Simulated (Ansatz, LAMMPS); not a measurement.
# A frame of liquid Rb(Cl,I) from 900 K (62 atoms): geometry optimisation

Aim: bring a frame of liquid Rb(Cl,I) from 900 K (62 atoms) to a nearby minimum of the energy and see what moves.

Calculated with Ansatz 0.2.0; Kohn-Sham DFT, PBE, PAW (set soft_2, large core), plane waves.

Report form: the programs' logs are mostly left out.

## 1. Set-up

The cell holds 62 atoms: 31 Rb, 9 Cl and 22 I. Cell: a = 14.789 Å, b = 14.789 Å, c = 14.789 Å, α = 90.0°, β = 90.0°, γ = 90.0°. 62 atoms (31 Rb, 9 Cl, 22 I) placed at random at 2.96 g/cm³, melted at 1800 K for 10 ps at fixed volume with the Lennard-Jones and Coulomb ion parameters for SPC/E (Joung and Cheatham, J. Phys. Chem. B 112, 9020 (2008)), full charges. Snapshot at the end of a hold of 20 ps at 900 K and fixed volume.

What the set-up can't give: The starting topology of bonds comes from the classical model. The ion parameters were fitted for water, not for melts, so the starting structure of this cell may lie well off the real melt's. The Brillouin zone is sampled at Γ only, in a cell whose shortest periodic width is 15 Å. Spin–orbit coupling is left out, which matters for the levels of the heavy elements.

## 2. Making the structure

A classical potential supplies the starting structure, since it reaches far longer times than DFT.

This step: classical MD, Lennard-Jones and Coulomb ion parameters for SPC/E (Joung and Cheatham, J. Phys. Chem. B 112, 9020 (2008)), full charges (LAMMPS 22 Jul 2025 - Update 4).

Input file in.lmp:

```
# melt-quench of Rb31Cl9I22
units metal
atom_style charge
boundary p p p
region box block 0 14.7894 0 14.7894 0 14.7894
create_box 3 box
mass 1 85.4678   # Rb
mass 2 35.4500   # Cl
mass 3 126.9045   # I
create_atoms 1 random 31 229247 NULL overlap 2.2 maxtry 2000
create_atoms 2 random 9 229254 NULL overlap 2.2 maxtry 2000
create_atoms 3 random 22 229261 NULL overlap 2.2 maxtry 2000
pair_style lj/cut/coul/long 9.0
pair_modify mix arithmetic tail yes
pair_coeff 1 1 0.019302 3.0950   # Rb
pair_coeff 2 2 0.000554 4.8305   # Cl
pair_coeff 3 3 0.001855 5.2011   # I
set type 1 charge 1
set type 2 charge -1
set type 3 charge -1
kspace_style pppm 1.0e-4
neigh_modify delay 0 every 1 check yes
thermo_style custom step time temp pe press density
thermo_modify norm yes
timestep 0.002
thermo 100
min_style cg
minimize 1e-4 1e-4 200 2000
reset_timestep 0
velocity all create 1800 229248 mom yes dist gaussian
fix lim all nve/limit 0.05
fix lan all langevin 1800 1800 0.2 229249 zero yes
thermo 500
run 1000 post no
# [... 10 lines left out ...]
compute msd all msd com yes
thermo 2500
fix md all nvt temp 900 900 0.2
run 10000 post no
print "== T900: mean square displacement over the hold $(c_msd[4]:%.2f) A^2"
unfix md
uncompute msd
write_dump all custom T900.dump id type xs ys zs modify sort id
```

Launch:

```bash
> lmp -in in.lmp -log none -nocite
```

It took 3.1 s on 1 thread of Arm Neoverse V1, shared host; peak memory 0.069 GiB.

## 3. Single point at the start

A single point comes first, to see the forces before anything moves.

Input file input.yaml:

```yaml
crystal:
  lattice:
    - [14.7894, 0.0, 0.0]
    - [0.0, 14.7894, 0.0]
    - [0.0, 0.0, 14.7894]
  atoms:
    - { symbol: Rb, position: [0.15662, 0.80026, 0.0546] }
    - { symbol: Rb, position: [0.34838, 0.48788, 0.6604] }
    - { symbol: Rb, position: [0.49475, 0.96813, 0.36811] }
    - { symbol: Rb, position: [0.46731, 0.49802, 0.94233] }
    - { symbol: Rb, position: [0.95286, 0.49686, 0.39144] }
    - { symbol: Rb, position: [0.5136, 0.20437, 0.26077] }
    - { symbol: Rb, position: [0.69772, 0.96733, 0.62547] }
    - { symbol: Rb, position: [0.36478, 0.67359, 0.40272] }
[... 50 atom lines left out ...]
    - { symbol: I, position: [0.22104, 0.86468, 0.40128] }
    - { symbol: I, position: [0.54737, 0.55047, 0.73557] }
    - { symbol: I, position: [0.99843, 0.90354, 0.17852] }
    - { symbol: I, position: [0.90069, 0.40201, 0.60666] }
kpoints:
  mp_grid: { grid: [1, 1, 1] }
hamiltonian:
  xc: pbe
  pseudopotentials: { kind: paw, core: large }
scf:
  occupations: { method: fermi_dirac, width: 0.025 }
output:
  forces: true
  stress: true
  populations: true
  dos:
    method: { smearing: { sigma: 0.1 } }
    de: 0.1
    projected: { site_lists: { Cl: [Cl], I: [I], Rb: [Rb] } }
  eigenvalues: true
```

Launch:

```bash
> ansatz run input.yaml --threads 4 --pin off --max-ram 8192MiB --backend cpu --events-out ev --progress --plain --runs-dir out
```

It took 42 s on 4 threads of Arm Neoverse V1, shared host; peak memory 3.1 GiB.

The program notes that potentials were chosen by core size.

Read from the output:

- free energy: -224784.4321 eV
- free energy per atom: -3625.5554 eV/atom
- SCF cycles: 10
- pressure: 0.756 GPa
- r.m.s. force component: 0.295 eV/Å
- longest force: 0.981 eV/Å
- Fermi energy: 2.628 eV
- gap (highest filled to lowest empty level): 2.976 eV
- spilling of the projection: 0.003837

The r.m.s. force component of 0.29 eV/Å and the pressure of 0.76 GPa set the starting point.

Length of the force by element:

| element | coordination | atoms | mean length of the force (eV/Å) | spread | least | most |
| --- | --- | --- | --- | --- | --- | --- |
| Cl | all | 9 | 0.452 | 0.205 | 0.159 | 0.753 |
| I | all | 22 | 0.469 | 0.217 | 0.162 | 0.981 |
| Rb | all | 31 | 0.463 | 0.217 | 0.0851 | 0.917 |

## 4. Relaxation

With the cell held, the atoms are moved downhill towards a nearby minimum.

input.yaml, the sections that differ from step 3:

```yaml
output:
  forces: true
relax:
  f_tol: 0.03
  max_steps: 186
# crystal, kpoints, hamiltonian, scf: as in step 3
```

Elapsed: 4.2 min, on 4 threads; peak memory 3 GiB; 16 min of CPU time.

Step by step:

| step | energy less that of the first step (eV) | largest force component (eV/Å) |
| --- | --- | --- |
| 1 | 0.0000 | 0.8540 |
| 2 | -2.1018 | 0.5196 |
| 3 | -3.3602 | 0.3045 |
| 4 | -4.0097 | 0.1968 |
| 5 | -4.4092 | 0.0774 |
| 6 | -4.5852 | 0.0948 |
| 7 | -4.7068 | 0.0530 |
| 8 | -4.7677 | 0.0467 |
| 9 | -4.8135 | 0.0727 |
| 10 | -4.8379 | 0.0687 |
| 11 | -4.8532 | 0.0251 |
| 12 | -4.8532 | 0.0250 |
| 13 | -4.8601 | 0.0170 |
| 14 | -4.8633 | 0.0130 |
| 15 | -4.8654 | 0.0123 |

The atoms that moved most (Å):

| atom | dx | dy | dz | length |
| --- | --- | --- | --- | --- |
| Cl36 | -0.032 | -0.430 | 1.085 | 1.167 |
| I53 | -0.317 | 0.427 | 0.869 | 1.019 |
| Rb7 | 0.746 | 0.289 | 0.628 | 1.016 |
| I54 | -0.386 | 0.712 | -0.614 | 1.016 |
| Cl40 | 0.399 | 0.066 | 0.922 | 1.006 |
| Rb12 | 0.352 | 0.431 | 0.831 | 1.000 |
| Rb20 | -0.410 | 0.829 | -0.245 | 0.957 |
| I44 | 0.099 | -0.847 | 0.406 | 0.944 |

The relaxation changed the energy by -78.5 meV/atom, and atoms moved by 0.65 Å r.m.s., 1.2 Å at most.

## 5. Local order after relaxation

Bonds before and after, by the cutoffs listed below:

| pair | bonds before | bonds after | mean before (Å) | mean after (Å) | spread before (Å) | spread after (Å) |
| --- | --- | --- | --- | --- | --- | --- |
| Rb-I | 119 | 129 | 3.730 | 3.802 | 0.319 | 0.199 |
| Rb-Cl | 42 | 43 | 3.353 | 3.306 | 0.279 | 0.099 |

Density 2.96 g/cm³, 52.17 Å³ an atom.

Pair distribution functions g(r), in bins of 0.2 Å:

| r (Å) | total | Rb-Rb | Rb-I | Rb-Cl | I-I | I-Cl | Cl-Cl |
| --- | --- | --- | --- | --- | --- | --- | --- |
| 3.10 | 0.33 | 0.00 | 0.00 | 2.31 | 0.00 | 0.00 | 0.00 |
| 3.30 | 1.87 | 0.00 | 0.00 | 12.88 | 0.00 | 0.00 | 0.00 |
| 3.50 | 0.98 | 0.00 | 1.66 | 2.69 | 0.00 | 0.00 | 0.00 |
| 3.70 | 3.37 | 0.00 | 9.35 | 0.35 | 0.00 | 0.00 | 0.00 |
| 3.90 | 1.47 | 0.00 | 4.00 | 0.00 | 0.00 | 0.00 | 2.17 |
| 4.10 | 0.68 | 0.47 | 1.14 | 0.00 | 0.30 | 0.77 | 1.82 |
| 4.30 | 1.01 | 2.02 | 0.61 | 0.00 | 0.56 | 1.76 | 1.66 |
| 4.50 | 0.86 | 1.72 | 0.19 | 0.23 | 1.31 | 1.27 | 1.62 |
| 4.70 | 1.33 | 2.42 | 0.51 | 0.41 | 1.90 | 1.76 | 2.91 |
| 4.90 | 0.84 | 1.01 | 0.24 | 0.58 | 0.66 | 2.69 | 2.67 |
| 5.10 | 1.21 | 1.55 | 0.15 | 0.53 | 3.06 | 2.73 | 1.26 |
| 5.30 | 0.98 | 1.53 | 0.40 | 0.16 | 1.72 | 2.09 | 0.00 |
| 5.50 | 0.91 | 1.33 | 0.25 | 0.46 | 1.93 | 1.73 | 0.00 |
| 5.70 | 0.64 | 0.99 | 0.23 | 0.43 | 1.62 | 0.40 | 0.00 |
| 5.90 | 0.77 | 1.31 | 0.43 | 0.79 | 0.76 | 0.57 | 0.91 |
| 6.10 | 0.72 | 1.30 | 0.36 | 0.50 | 1.00 | 0.69 | 0.00 |
| 6.30 | 0.60 | 1.01 | 0.33 | 0.46 | 0.80 | 0.50 | 0.78 |
| 6.50 | 0.93 | 0.63 | 0.85 | 1.42 | 0.50 | 1.68 | 1.48 |
| 6.70 | 0.90 | 0.72 | 0.75 | 1.54 | 0.94 | 1.02 | 0.00 |
| 6.90 | 1.14 | 1.29 | 1.16 | 1.06 | 0.67 | 1.50 | 0.68 |
| 7.10 | 1.31 | 1.22 | 1.39 | 1.46 | 0.95 | 1.67 | 0.61 |
| 7.30 | 1.73 | 1.41 | 2.50 | 1.48 | 1.70 | 0.37 | 1.19 |

Bonds by pair of elements; cutoffs follow the first minimum of g(r), held within bounds set by covalent radii, and pairs that aren't listed don't count as bonded:

| pair A-B | cutoff (Å) | bonds | mean length (Å) | spread (Å) | shortest (Å) | B about A | A about B |
| --- | --- | --- | --- | --- | --- | --- | --- |
| Rb-I | 4.53 | 129 | 3.80 | 0.199 | 3.45 | 4.16 | 5.86 |
| Rb-Cl | 3.98 | 43 | 3.31 | 0.099 | 3.15 | 1.39 | 4.78 |

How many atoms have how many bonded neighbours:

| element | mean | 4 | 5 | 6 | 7 |
| --- | --- | --- | --- | --- | --- |
| Cl | 4.78 | 2 | 7 | 0 | 0 |
| I | 5.86 | 0 | 6 | 13 | 3 |
| Rb | 5.55 | 0 | 14 | 17 | 0 |

Bond angles, per cent of each kind in bins of 5°:

| angle (°) | Rb-I-Rb | I-Rb-I | Cl-Rb-I | Rb-Cl-Rb | Cl-Rb-Cl |
| --- | --- | --- | --- | --- | --- |
| 55–60 | 0.3 | 0.0 | 0.0 | 0.0 | 0.0 |
| 60–65 | 1.6 | 0.5 | 0.0 | 0.0 | 0.0 |
| 65–70 | 6.0 | 2.3 | 3.2 | 0.0 | 13.0 |
| 70–75 | 8.5 | 6.0 | 7.7 | 0.0 | 4.3 |
| 75–80 | 12.9 | 13.9 | 9.0 | 11.0 | 0.0 |
| 80–85 | 8.2 | 7.4 | 7.7 | 18.3 | 13.0 |
| 85–90 | 7.5 | 12.5 | 12.2 | 7.3 | 17.4 |
| 90–95 | 7.5 | 9.3 | 9.0 | 12.2 | 13.0 |
| 95–100 | 4.1 | 8.8 | 10.3 | 4.9 | 17.4 |
| 100–105 | 4.1 | 6.9 | 3.9 | 2.4 | 0.0 |
| 105–110 | 4.7 | 2.8 | 3.9 | 7.3 | 0.0 |
| 110–115 | 2.5 | 2.3 | 1.9 | 3.7 | 0.0 |
| 115–120 | 3.5 | 3.7 | 1.3 | 3.7 | 0.0 |
| 120–125 | 3.5 | 2.8 | 2.6 | 8.5 | 4.3 |
| 125–130 | 2.5 | 1.4 | 3.2 | 0.0 | 0.0 |
| 130–135 | 1.9 | 1.8 | 1.9 | 4.9 | 0.0 |
| 135–140 | 6.0 | 0.5 | 2.6 | 3.7 | 0.0 |
| 140–145 | 1.6 | 3.7 | 2.6 | 1.2 | 0.0 |
| 145–150 | 1.9 | 0.5 | 2.6 | 1.2 | 0.0 |
| 150–155 | 3.5 | 4.2 | 1.9 | 2.4 | 4.3 |
| 155–160 | 2.8 | 3.2 | 3.9 | 0.0 | 13.0 |
| 160–165 | 2.5 | 0.9 | 6.4 | 3.7 | 0.0 |
| 165–170 | 1.9 | 2.3 | 0.6 | 3.7 | 0.0 |
| 170–175 | 0.6 | 1.8 | 1.3 | 0.0 | 0.0 |
| 175–180 | 0.0 | 0.5 | 0.6 | 0.0 | 0.0 |

Bond angles (no mean is given where the spread exceeds 20°):

| angle | count | mean (°) | spread (°) |
| --- | --- | --- | --- |
| Rb-I-Rb | 318 | - | - |
| I-Rb-I | 216 | - | - |
| Cl-Rb-I | 156 | - | - |
| Rb-Cl-Rb | 82 | - | - |
| Cl-Rb-Cl | 23 | - | - |

Bond length by coordination (bonds to H left out):

| element | coordination | atoms | mean bond length (Å) |
| --- | --- | --- | --- |
| Cl | 4 | 2 | 3.21 |
| Cl | 5 | 7 | 3.33 |
| I | 5 | 6 | 3.71 |
| I | 6 | 13 | 3.81 |
| I | 7 | 3 | 3.93 |
| Rb | 5 | 14 | 3.65 |
| Rb | 6 | 17 | 3.7 |

First main peaks of g(r), for some of the pairs, lie near 3.7 Å (Rb-I) and 3.3 Å (Rb-Cl). By these cutoffs 78 % of Cl atoms have 5, 59 % of I atoms have 6 and 55 % of Rb atoms have 6 bonded neighbours.

## 6. Single point at the relaxed geometry

One more single point at the end of the walk gives the fuller output and checks the residual forces.

Input file input.yaml:

```yaml
crystal:
  lattice:
    - [14.7894, 0.0, 0.0]
    - [0.0, 14.7894, 0.0]
    - [0.0, 0.0, 14.7894]
  atoms:
    - { symbol: Rb, position: [0.16765, 0.77071, 0.06588] }
    - { symbol: Rb, position: [0.34264, 0.49434, 0.63118] }
    - { symbol: Rb, position: [0.4825, 0.97968, 0.38264] }
    - { symbol: Rb, position: [0.43365, 0.51275, 0.93001] }
    - { symbol: Rb, position: [0.92889, 0.47867, 0.3787] }
    - { symbol: Rb, position: [0.51076, 0.23402, 0.22267] }
    - { symbol: Rb, position: [0.74814, 0.98684, 0.66791] }
    - { symbol: Rb, position: [0.34295, 0.69618, 0.42809] }
[... 50 atom lines left out ...]
    - { symbol: I, position: [0.21983, 0.88504, 0.36389] }
    - { symbol: I, position: [0.56796, 0.52386, 0.72058] }
    - { symbol: I, position: [0.97036, 0.91933, 0.16063] }
    - { symbol: I, position: [0.87497, 0.38658, 0.60117] }
kpoints:
  mp_grid: { grid: [1, 1, 1] }
hamiltonian:
  xc: pbe
  pseudopotentials: { kind: paw, core: large }
scf:
  occupations: { method: fermi_dirac, width: 0.025 }
output:
  forces: true
  stress: true
  populations: true
  dos:
    method: { smearing: { sigma: 0.15 } }
    de: 0.1
    projected: { site_lists: { Cl: [Cl], I: [I], Rb: [Rb] } }
  eigenvalues: true
  write_density: true
  write_potential: true
  volumetric_format: npy
```

Wall time 45 s (4 threads); peak memory 3.1 GiB.

The program notes that the exchange-correlation potential is rough where the density is thin.

Read from the output:

```
free energy                                      : -224789.2975 eV
free energy per atom                             : -3625.6338 eV/atom
SCF cycles                                       : 10
pressure                                         : -0.04614 GPa
r.m.s. force component                           : 0.00343 eV/Å
longest force                                    : 0.01256 eV/Å
Fermi energy                                     : 2.623 eV
gap (highest filled to lowest empty level) : 3.111 eV
spilling of the projection                       : 0.003531
```

Löwdin charges by element and coordination (they lack the spilled electrons, 0.028 e an atom on average):

| element | coordination | atoms | mean charge (e) | spread | least | most |
| --- | --- | --- | --- | --- | --- | --- |
| Cl | all | 9 | -0.749 | 0.0044 | -0.758 | -0.741 |
| Cl | 4 | 2 | -0.756 | 0.0022 | -0.758 | -0.754 |
| Cl | 5 | 7 | -0.748 | 0.0028 | -0.750 | -0.741 |
| I | all | 22 | -0.664 | 0.006 | -0.672 | -0.647 |
| I | 5 | 6 | -0.669 | 0.0042 | -0.672 | -0.661 |
| I | 6 | 13 | -0.663 | 0.0044 | -0.672 | -0.658 |
| I | 7 | 3 | -0.658 | 0.0082 | -0.665 | -0.647 |
| Rb | all | 31 | 0.745 | 0.0127 | 0.725 | 0.767 |
| Rb | 5 | 14 | 0.745 | 0.0139 | 0.725 | 0.767 |
| Rb | 6 | 17 | 0.746 | 0.0116 | 0.731 | 0.765 |

States in the cell by windows of 1 eV, zero at the Fermi level; the larger projections on atomic orbitals stand beside the total:

| from (eV) | to (eV) | total | I p | Cl p | Rb s | I s | Rb p |
| --- | --- | --- | --- | --- | --- | --- | --- |
| -14 | -13 | 0.0 | 0.0 | 0.0 | 0.0 | 0.0 | 0.0 |
| -13 | -12 | 42.8 | 0.0 | 0.0 | 1.8 | 33.9 | 6.9 |
| -12 | -11 | 181.6 | 0.6 | 0.4 | 0.3 | 7.9 | 172.0 |
| -11 | -10 | 5.7 | 0.0 | 0.0 | 0.0 | 0.3 | 5.3 |
| -10 | -4 | 0.0 | 0.0 | 0.0 | 0.0 | 0.0 | 0.0 |
| -4 | -3 | 22.9 | 4.1 | 17.0 | 1.4 | 0.0 | 0.2 |
| -3 | -2 | 145.0 | 104.4 | 34.4 | 3.9 | 0.1 | 0.9 |
| -2 | -1 | 18.1 | 17.1 | 0.6 | 0.1 | 0.0 | 0.1 |
| -1 | 1 | 0.0 | 0.0 | 0.0 | 0.0 | 0.0 | 0.0 |
| 1 | 2 | 2.0 | 0.0 | 0.0 | 1.6 | 0.2 | 0.0 |
| 2 | 3 | 12.7 | 0.8 | 0.1 | 8.6 | 0.6 | 0.1 |
| 3 | 4 | 60.5 | 1.8 | 0.4 | 22.3 | 0.6 | 0.1 |

Between -26 and -14 eV lie 18 more states.

About 62 of the 496 electrons lie in deeper levels, below the stored range.

The levels nearest the highest filled one (over half full), pooled over k-points and spins:

| level less the highest filled one (eV) | occupation |
| --- | --- |
| -0.445 | 2 |
| -0.403 | 2 |
| -0.245 | 2 |
| -0.236 | 2 |
| -0.146 | 2 |
| 0 | 2 |
| 3.11 | 0 |
| 4.13 | 0 |
| 4.17 | 0 |
| 4.29 | 0 |
| 4.33 | 0 |
| 4.39 | 0 |

Valence density in the ab plane at fractional z = 0.371, with atoms of Rb and Cl and I within 0.2 Å of it. It is the smooth field of the valence electrons, not physical close to the nuclei.

Ten even steps from '0' (0.0 e/Å³) to '9' (2.0 e/Å³), each cell a mean:
```
000000001110000002698972000000000000000000
000000122222100000256530000000000000000000
000001231112210000000000000000000000000000
110000122222100000000000000000000000000000
774100011211000000000000000000000000000036
798200000000000000000111000000000000000169
874100000000123310000111000000002343200137
110000000000134320000000000000025747620001
000000000000011100000000000000014767510000
000000000000000000000000000000001222100000
000000000000000000111100000000000000001110
000000000000000001233210000000000000158873
100000000000000001233321000000000000289896
000000000011100001122110000000000000136752
000000001588731000000000000000000000000000
000000002897951000000000000001111000000000
122100001467620000000000000000110000000001
333210000001000000000000000000000000000012
333210000000001000000000000000000000000012
111100000000134420000000000000000000000001
000000000001257631000000000000000000000000
000000000000123310000000000000000000000000
000000000000000000011100000000000000000000
000000000000000001479841000000000000000000
```
Columns run along a (14.8 Å), rows up along b (14.8 Å). Atoms in or near the plane, at fractional coordinates: Rb at (0.48, 0.98), Rb at (0.93, 0.48), Rb at (0.26, 0.35), Rb at (0.01, 0.76), Cl at (0.82, 0.67), I at (0.22, 0.89).

Electrostatic potential energy in the ab plane at fractional z = 0.371, with atoms of Rb and Cl and I within 0.2 Å of it. With pseudopotentials it is smooth inside the atoms' cores, unlike the true potential.

Ten even steps from '0' (-51 eV) to '9' (7 eV), each cell a mean:
```
999999999899999998300037999999999999999999
999999862125899998743478999999999999999999
999999710200799999998999999999999999999999
889999841014899999999999999999999999999998
236899998789999999999999999999999999999873
001799999999998899999999999999999999999840
125899999999876789999999999999999767999863
888999999999875679999999999999996101599998
999999999999988889999999999999996212699999
999999999999999999999999999999999988999999
999999999999999999999999999999999999988889
899999999999999998643689999999999999841126
899999999999999998411489999999999999710004
999999999888899999877899999999999999863347
999999998521268999999999999999999999998899
999999997100048999999999999999999999999999
878899998632478999999999999999999999999999
312589999988999999999999999999999999999997
312589999999999999999999999999999999999997
888999999999976799999999999999999999999999
999999999999854589999999999999999999999999
999999999999988899999999999999999999999999
999999999999999999988889999999999999999999
999999999999999998521158999999999999999999
```
Columns run along a (14.8 Å; values clipped at the 3rd and 97th percentile), rows up along b (14.8 Å). Atoms in or near the plane, at fractional coordinates: Rb at (0.48, 0.98), Rb at (0.93, 0.48), Rb at (0.26, 0.35), Rb at (0.01, 0.76), Cl at (0.82, 0.67), I at (0.22, 0.89).

Mean Löwdin charges: Cl -0.75, I -0.66, Rb +0.75 e (they miss 0.35 % of the electrons, so they add up to more than the cell's charge). The largest share in the top eV of filled states is I p (92 % of the projected weight), and in the lowest eV of empty states Rb s (84 % of the projected weight).

The surroundings of Cl32, one of the 9 Cl atoms, nearest first, numbered as they follow in the input and with coordinates relative to it.

| atom | x | y | z | distance (Å) | bonds | Löwdin charge (e) |
| --- | --- | --- | --- | --- | --- | --- |
| Cl32 | 0.00 | 0.00 | 0.00 | 0.00 | 5 | -0.75 |
| Rb13 | 0.28 | -1.43 | 2.86 | 3.21 | 6 | 0.76 |
| Rb19 | -2.62 | -1.76 | -0.95 | 3.30 | 6 | 0.76 |
| Rb17 | -0.90 | 1.83 | -2.59 | 3.30 | 6 | 0.75 |
| Rb29 | 1.47 | 2.78 | 1.07 | 3.31 | 6 | 0.74 |
| Rb7 | 1.38 | -2.96 | -1.08 | 3.44 | 5 | 0.77 |
| Cl36 | -0.37 | -1.39 | -3.54 | 3.82 | 5 | -0.75 |
| Cl39 | -2.05 | -3.48 | 1.75 | 4.40 | 5 | -0.74 |

The column of bonds counts only the pairs Rb-I within 4.53 Å, Rb-Cl within 3.98 Å; other neighbours, such as metal atoms beside each other in a compound, aren't counted, and periodic images can show an atom twice.

## 7. Results

```json
{
  "energy change in the relaxation": "-78.47 meV/atom",
  "r.m.s. displacement": "0.653 Å",
  "largest displacement": "1.167 Å",
  "free energy per atom": "-3625.6338 eV/atom",
  "pressure": "-0.04614 GPa",
  "r.m.s. force component": "0.00343 eV/Å",
  "gap (highest filled to lowest empty level)": "3.111 eV",
  "wall time of the 3 DFT runs": "5.6 min"
}
```

What this shows: Relaxation lowers the energy by 78.5 meV/atom and moves atoms by 0.65 Å r.m.s.; the r.m.s. force component goes from 0.29 to 0.0034 eV/Å, the pressure goes from 0.76 to -0.046 GPa, and the gap from 2.98 to 3.11 eV. By the final cutoffs 4 of 161 bonded pairs parted and 15 joined. From the first step to the last the energy fell by 4.865 eV, and the largest move was 1.17 Å (Cl36). The Rb-I bonds change most in mean length: from 3.730 Å (spread 0.319) to 3.802 Å (spread 0.199), and their number from 119 to 129. With the cutoffs above, 78 % of Cl atoms have 5, 59 % of I atoms have 6 and 55 % of Rb atoms have 6 bonded neighbours. The highest filled and lowest empty levels differ by 3.11 eV (at Γ alone); a semilocal functional tends to put such gaps too low. In a disordered cell it changes from sample to sample and from frame to frame.

Caveats: The starting topology of bonds comes from the classical model; in DFT 4 of its 161 bonded pairs passed out of the cutoffs and 15 came within them.

[Logs are printed without paths, hosts, clocks, repeated set-up lines and the standing remarks that a program may print on its own settings, such as how far it seeks lower states.]

[Hosts, paths, dates, database ids (printed as entryN), source tags and the programs' standing remarks are cut or masked in the printed files.]
